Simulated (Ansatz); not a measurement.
**MgB2 (P6/mmm): Drude plasma energy along x against volume**

The cell of MgB2 (P6/mmm) is scaled evenly and the response computed anew at each volume, on one mesh. The atoms keep their fractional positions. x, y and z are the Cartesian axes of the input cell.

Cell: a, b, c = 3.085, 3.085, 3.523 Å (primitive vectors), 3 atoms.

Method: Ansatz 0.2.0, PBE, independent particles, k-mesh 15×15×11 with interpolation inside its cells, Gaussian parameter 0.1 eV.

Launch of the response step: `ansatz run input.yaml --threads 4 --pin off --max-ram 8192MiB --backend cpu --events-out ev --progress --plain --runs-dir out`. The series took 8.3 min in all, on 4 threads of Intel(R) Xeon(R) Processor @ 2.50GHz (Skylake/Cascade Lake), with other jobs on the host.

```
V/V₀  V (Å³, primitive cell)  Drude plasma energy along x (eV)
0.94                   27.29                             7.338
0.96                   27.88                                 ?
0.98                   28.46                             7.171
1.00                   29.04                             7.091
1.02                   29.62                             7.013
1.04                   30.20                             6.938
1.06                   30.78                             6.866
```

For small changes the quantity should be close to linear in ln V.

Working, on the rows shown:

| x = ln(V/V₀) | y = Drude plasma energy along x |
| --- | --- |
| -0.0618754 | 7.338 |
| -0.0202027 | 7.171 |
| 0 | 7.091 |
| 0.0198026 | 7.013 |
| 0.0392207 | 6.938 |
| 0.0582689 | 6.866 |

Means: x̄ = 0.005869, ȳ = 7.0695. Σ(x − x̄)(y − ȳ) = -0.0368, Σ(x − x̄)² = 0.009356. Slope = -0.0368 / 0.009356 = -3.933; intercept = ȳ − slope · x̄ = 7.0926. The line misses the rows shown by at most 0.0026 eV.

Q: Predict the last column of the withheld row from the fit.

A: At x = -0.040822 the line gives y = 7.2531 eV. The run gave 7.253 eV, so the interpolation holds to the digits printed.

Between the rows on either side of x = 0 the slope is (7.013 − 7.171) / (0.019803 − (-0.020203)) = -3.949. So d ln ωp/d ln V = -0.56; free electrons would give −0.50. The values come from a sum over the points of one k-mesh and carry its error, which is largest for Fermi-surface quantities.

[Logs are printed without paths, hosts, clocks, repeated set-up lines and the standing remarks that a program may print on its own settings, such as how far it seeks lower states.]
